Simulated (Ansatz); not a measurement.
# WSe2 (P6_3/mmc): given cell or relaxed cell?, part 2 of 2

How far does the choice of cell move the gap? The case is WSe2 (P6_3/mmc).

Ansatz 0.2.0; PBE, HSE06 and G0W0, plane waves, PAW. Known limits of the many-body steps: not at the basis limit; no spin-orbit coupling; coarse k mesh.

So far. Step 4 (PBE at the relaxed cell): The gap is indirect, with the least direct gap 0.67 eV higher. Step 5 (HSE06 at the relaxed cell): The gap stands +0.46 eV against PBE.

The database entry behind the starting cell differs from later determinations by our own check (a about 0.2 % long), so it need not match the best structure at ambient conditions.

**6. G0W0 at the relaxed cell**

G0W0 replaces the xc potential by the self-energy, built once from these orbitals. Only a window of levels is corrected, while the sums run over the empty bands that the input names.

This step: G0W0 on PBE, plane waves, PAW.

Contents of input.yaml:

```yaml
crystal:
  lattice:
    - [3.2790161212, 0.0, 0.0]
    - [-1.6395080606, 2.8397112604, 0.0]
    - [0.0, 0.0, 12.7885090968]
  atoms:
    - { symbol: W, position: [0.3333333333, 0.6666666667, 0.25] }
    - { symbol: W, position: [0.6666666667, 0.3333333333, 0.75] }
    - { symbol: Se, position: [0.3333333333, 0.6666666667, 0.6182884982] }
    - { symbol: Se, position: [0.6666666667, 0.3333333333, 0.1182884982] }
    - { symbol: Se, position: [0.3333333333, 0.6666666667, 0.8817115018] }
    - { symbol: Se, position: [0.6666666667, 0.3333333333, 0.3817115018] }
kpoints:
  mp_grid: { grid: [6, 6, 2] }
hamiltonian:
  xc: pbe
scf:
  occupations: { method: fixed }
gw:
  n_empty_bands: 355
  ecut_chi: 120
  qp_bands: [v2, c2]
  qp_kpoints: band_edges
  screening: { model: contour_deformation }
```

Command:

```sh
$ ansatz run input.yaml --threads 3 --pin off --max-ram 92160MiB --backend cuda --events-out ev --progress --plain --runs-dir out --devices 1 --max-vram 13GiB
```

Numbers of over 12 decimals in the logs are rounded to 6 here.

The program printed:

```text
GPUs: using 1 of 1 available (devices: 1).
[...]
GPU FFT provider: cuFFT
GPU libraries: cuBLAS 13.8.2, cuFFT 12.4.0, cuSOLVER 12.3.4
Crystal: 6 atoms, lattice volume = 119.080 Å³
Basis set: ecut = 420 eV, 2347 PW (Γ)
Bands: 56, of which v1, the nominal top of the filled ones, is band 46 counted from 1 (45 counted from 0)
Symmetry: 24 space group operations
[...]
k-points: 14 of 72
[...]
1    48     15.9814   -13.8643    -4.0835   -18.1631  0.7552    16.1975    16.1966  root
[...]
13    45     12.9895   -18.3147     0.4646   -17.6509  0.7542    12.7898    12.7902  root
    13    46     12.9895   -18.3147     0.4646   -17.6509  0.7542    12.7898    12.7902  root
    13    47     14.7264   -15.5896    -3.9174   -19.7413  0.7474    14.9615    14.9606  root
    13    48     14.7264   -15.5896    -3.9174   -19.7413  0.7474    14.9615    14.9606  root
[key lines of the parts left out:]
SCF converged after 6 iterations
Free energy (F): -42649.155293 eV
Fermi energy:    13.348597 eV
```

Elapsed: 49 s, on 1 × NVIDIA H100 80GB HBM3 (shared by 6 runs) with 3 threads of AMD EPYC 7R13 (Zen 3), shared host; peak memory 1.6 GiB; 67 s of CPU time.

This step gave:

```yaml
bands_summed: 401
rpa_eps_infinity_on_this_mesh_eigenvalues: 7.919, 15.52, 15.52
plane_waves_in_the_screening_matrix: 341
g0w0_gap_on_the_mesh: 1.172 eV
k_of_the_valence_top: 0, 0, 0
k_of_the_conduction_bottom: 0.1667, 0.1667, 0
starting_gap_on_the_mesh: 0.8964 eV
least_direct_g0w0_gap_on_the_computed_points: 1.978 eV
```

The gap on the mesh goes from 0.90 eV to 1.17 eV, a correction of +0.28 eV. Between the two edge states, bare exchange in place of the xc potential would open the gap by 4.30 eV, and correlation takes back 4.02 eV.

**7. G0W0 at the given cell**

Contents of input.yaml:

```yaml
crystal:
  lattice:
    - [3.29, 0.0, 0.0]
    - [-1.645, 2.8492235785, 0.0]
    - [0.0, 0.0, 12.97]
  atoms:
    - { symbol: W, position: [0.3333333333, 0.6666666667, 0.25] }
    - { symbol: W, position: [0.6666666667, 0.3333333333, 0.75] }
    - { symbol: Se, position: [0.3333333333, 0.6666666667, 0.621] }
    - { symbol: Se, position: [0.6666666667, 0.3333333333, 0.121] }
    - { symbol: Se, position: [0.3333333333, 0.6666666667, 0.879] }
    - { symbol: Se, position: [0.6666666667, 0.3333333333, 0.379] }
kpoints:
  mp_grid: { grid: [6, 6, 2] }
hamiltonian:
  xc: pbe
scf:
  occupations: { method: fixed }
gw:
  n_empty_bands: 362
  ecut_chi: 120
  qp_bands: [v2, c2]
  qp_kpoints: band_edges
  screening: { model: contour_deformation }
```

The program printed:

```text
GPUs: using 1 of 1 available (devices: 1).
[...]
GPU FFT provider: cuFFT
GPU libraries: cuBLAS 13.8.2, cuFFT 12.4.0, cuSOLVER 12.3.4
Crystal: 6 atoms, lattice volume = 121.580 Å³
Basis set: ecut = 420 eV, 2419 PW (Γ)
Bands: 56, of which v1, the nominal top of the filled ones, is band 46 counted from 1 (45 counted from 0)
Symmetry: 24 space group operations
[...]
k-points: 14 of 72
[...]
1    48     15.6022   -13.8250    -4.0909   -18.1422  0.7548    15.8296    15.8285  root
[...]
13    45     12.6187   -18.3733     0.4479   -17.7227  0.7528    12.4156    12.4160  root
    13    46     12.6187   -18.3733     0.4479   -17.7227  0.7528    12.4156    12.4160  root
    13    47     14.2841   -15.5713    -3.8822   -19.6909  0.7464    14.5225    14.5216  root
    13    48     14.2841   -15.5713    -3.8822   -19.6909  0.7464    14.5225    14.5216  root
[key lines of the parts left out:]
SCF converged after 6 iterations
Free energy (F): -42649.206099 eV
Fermi energy:    12.956967 eV
```

Wall time 57 s (1 × NVIDIA H100 80GB HBM3 (shared by 6 runs) with 3 threads); peak memory 1.6 GiB.

This step gave:

```
bands summed                                 : 408
RPA ε∞ on this mesh (eigenvalues)            : 7.125, 15.37, 15.37
plane waves in the screening matrix          : 341
G0W0 gap on the mesh                         : 1.261 eV
k of the valence top                         : 0, 0, 0
k of the conduction bottom                   : 0.1667, 0.1667, 0
starting gap on the mesh                     : 0.9758 eV
least direct G0W0 gap on the computed points : 1.948 eV
```

The gap on the mesh goes from 0.98 eV to 1.26 eV, a correction of +0.28 eV. Between the two edge states, bare exchange in place of the xc potential would open the gap by 4.35 eV, and correlation takes back 4.06 eV.

**8. Together**

G0W0 rows are gaps on the mesh, lowered by the amount that the mesh misses the start's edges, a rough step that assumes the same correction there.

```csv
level,given cell (eV),relaxed cell (eV),change (eV)
PBE,0.97,0.90,−0.08
HSE06,-,1.35,-
G0W0@PBE,1.26,1.17,−0.09
```

**9. Results**

```yaml
volume_change: −2.1 %
pbe_given_cell: 0.97 eV
pbe_relaxed_cell: 0.90 eV
hse06_relaxed_cell: 1.35 eV
g0w0_pbe_relaxed_cell: 1.17 eV
g0w0_pbe_given_cell: 1.26 eV
known_limits: not at the basis limit; no spin-orbit coupling; coarse k mesh
```

In words: Relaxation changes the volume by −2.1 % and the gap by −0.08 eV (PBE) and −0.09 eV (G0W0@PBE). Bands and cutoff are finite, so the gap is not at the basis limit. The miss can reach some tenths of an eV and take either sign; the mesh is an error of its own. The 6×6×2 mesh is coarse for this cell (its supercell is 20 Å along the shortest edge). The RPA ε∞ on it, from the PBE start, is 7.13 and 15.37; such meshes misread the long-range screening, most where the gap is narrow. The many-body steps are scalar-relativistic: spin-orbit coupling is not in them.

[Paths, hosts, dates, memory and timing lines, banners, echoed tables and standing remarks are left out of the program output.]

[Logs are printed without paths, hosts, clocks, repeated set-up lines and the standing remarks that a program may print on its own settings, such as how far it seeks lower states.]

[Runs of the session that timed out or met a known fault of the program may be left out.]

[Cells called generated may have been cut or substituted from an entry of the Crystallography Open Database or the Materials Project.]

[Hosts, paths, dates, database ids (printed as entryN), source tags and the programs' standing remarks are cut or masked in the printed files.]
